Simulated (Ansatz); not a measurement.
An input for Ansatz 0.2.0 (NaCaLaF6 (P3)):

```yaml
crystal:
  lattice:
    - [6.1683248711, 0.0, 0.0]
    - [-3.0841624356, 5.3419260372, 0.0]
    - [0.0, 0.0, 3.80670483]
  atoms:
    - { symbol: Na, position: [0.0, 0.0, 0.0191834073] }
    - { symbol: Ca, position: [0.3333333333, 0.6666666667, 0.2581566758] }
    - { symbol: La, position: [0.6666666667, 0.3333333333, 0.7392630446] }
    - { symbol: F, position: [0.6140459084, 0.9180227069, 0.7523797188] }
    - { symbol: F, position: [0.3039767985, 0.3859540916, 0.7523797188] }
    - { symbol: F, position: [0.0819772931, 0.6960232015, 0.7523797188] }
    - { symbol: F, position: [0.3918001244, 0.0798348616, 0.242085572] }
    - { symbol: F, position: [0.6880347372, 0.6081998756, 0.242085572] }
    - { symbol: F, position: [0.9201651384, 0.3119652628, 0.242085572] }
kpoints:
  mp_grid: { grid: [3, 3, 4] }
  band_path:
    path:
      - [0.0, 0.0, 0.0]
      - [0.5, 0.0, 0.0]
      - [0.33333333, 0.33333333, 0.0]
      - [0.0, 0.0, 0.5]
      - [0.5, 0.0, 0.5]
      - [0.33333333, 0.33333333, 0.5]
      - [0.5, 0.0, 0.4]
    npoints: 1
hamiltonian:
  xc: hse06
  pseudopotentials: { kind: paw, azcp: { folder: soft_1 } }
scf:
  occupations: { method: fixed }
  n_extra_bands: 7
output:
  eigenvalues: true
  write_density: true
  write_potential: true
  elf: true
  volumetric_format: npy
```

```sh
ansatz run input.yaml --threads 2 --pin off --max-ram 92160MiB --backend cuda --events-out ev --progress --plain --runs-dir out --devices 1 --max-vram 13GiB
```

Q: How long will it take on 1 × NVIDIA H100 80GB HBM3 (shared by 6 runs) with 2 threads of AMD EPYC 7R13 (Zen 3), shared host, and how much memory?

It took 26 s; on shared hardware allow 13 s to 51 s. Peak host memory was 1.3 GiB. The sizes that set the cost: 2431 plane waves a state, 11 irreducible k points and 17 SCF cycles.

Exact exchange couples every pair of k points and filled bands, so it costs far more than a semilocal run.

[Paths, hosts, dates, memory and timing lines, banners, echoed tables and standing remarks are left out of the program output.]

[Logs are printed without paths, hosts, clocks, repeated set-up lines and the standing remarks that a program may print on its own settings, such as how far it seeks lower states.]

[Runs of the session that timed out or met a known fault of the program may be left out.]

[Cells called generated may have been cut or substituted from an entry of the Crystallography Open Database or the Materials Project.]

[Hosts, paths, dates, database ids (printed as entryN), source tags and the programs' standing remarks are cut or masked in the printed files.]
